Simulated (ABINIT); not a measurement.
An input for ABINIT 10.8.3 (Si3N4 (Fd-3m)):

```
acell 3*1.0 Angstrom
rprim 
  -0.000000000000 3.893718000000 3.893718000000
  3.893718000000 0.000000000000 3.893718000000
  3.893718000000 3.893718000000 -0.000000000000
ntypat 2
znucl 14 7
natom 14
typat 1 1 1 1 1 1 2 2 2 2 2 2 2 2
xred 
  0.125000000000 0.125000000000 0.625000000000
  0.125000000000 0.625000000000 0.125000000000
  0.625000000000 0.125000000000 0.125000000000
  0.125000000000 0.125000000000 0.125000000000
  0.750000000000 0.750000000000 0.750000000000
  0.500000000000 0.500000000000 0.500000000000
  0.367563000000 0.367563000000 0.367563000000
  0.352689000000 0.882437000000 0.882437000000
  0.882437000000 0.882437000000 0.352689000000
  0.882437000000 0.352689000000 0.882437000000
  0.367563000000 0.367563000000 0.897311000000
  0.367563000000 0.897311000000 0.367563000000
  0.882437000000 0.882437000000 0.882437000000
  0.897311000000 0.367563000000 0.367563000000
pp_dirpath "pseudos"
pseudos "Si.upf, N.upf"
ecut 36
ngkpt 4 4 4
nshiftk 1
shiftk 0 0 0
kptopt 1
chksymbreak 0
istwfk *1
occopt 1
irdwfk 1
optdriver 4
nband 110
gwcalctyp 10
ecutsigx 36
symsigma 1
nkptgw 8
kptgw 
  0.0000000000 0.0000000000 0.0000000000
  0.2500000000 0.0000000000 0.0000000000
  0.5000000000 0.0000000000 0.0000000000
  0.2500000000 0.2500000000 0.0000000000
  0.5000000000 0.2500000000 0.0000000000
  -0.2500000000 0.2500000000 0.0000000000
  0.5000000000 0.5000000000 0.0000000000
  -0.2500000000 0.5000000000 0.2500000000
bdgw 
  9 46
  9 46
  9 46
  9 46
  9 46
  9 46
  9 46
  9 46
ecuteps 3.9
irdscr 1
ppmodel 1
irdqps 1
indata_prefix "in"
outdata_prefix "out"
tmpdata_prefix "tmp"
```

```sh
OMP_NUM_THREADS=1 mpirun -n 8 abinit run.abi > log
```

Question: How long will it take on 8 MPI ranks of Intel Xeon Platinum 8488C (Sapphire Rapids), shared host, and how much memory?

It took 7.3 min; on shared hardware allow 3.7 min to 15 min. Peak host memory was 12 GiB.

[Paths, hosts, dates, memory and timing lines, banners, echoed tables and standing remarks are left out of the program output.]

[Logs are printed without paths, hosts, clocks, repeated set-up lines and the standing remarks that a program may print on its own settings, such as how far it seeks lower states.]

[Runs of the session that timed out or met a known fault of the program may be left out.]

[Hosts, paths, dates, database ids (printed as entryN), source tags and the programs' standing remarks are cut or masked in the printed files.]

[G0W0 gaps are taken among the corrected bands and points alone; a level outside them can change the order at an edge.]

[Where Ansatz stands beside ABINIT at settings called matched, ABINIT's density can come from a denser mesh and the files from another edition; pairs whose starting gaps differed by over 0.03 eV were left out, so agreement reads better than it is.]
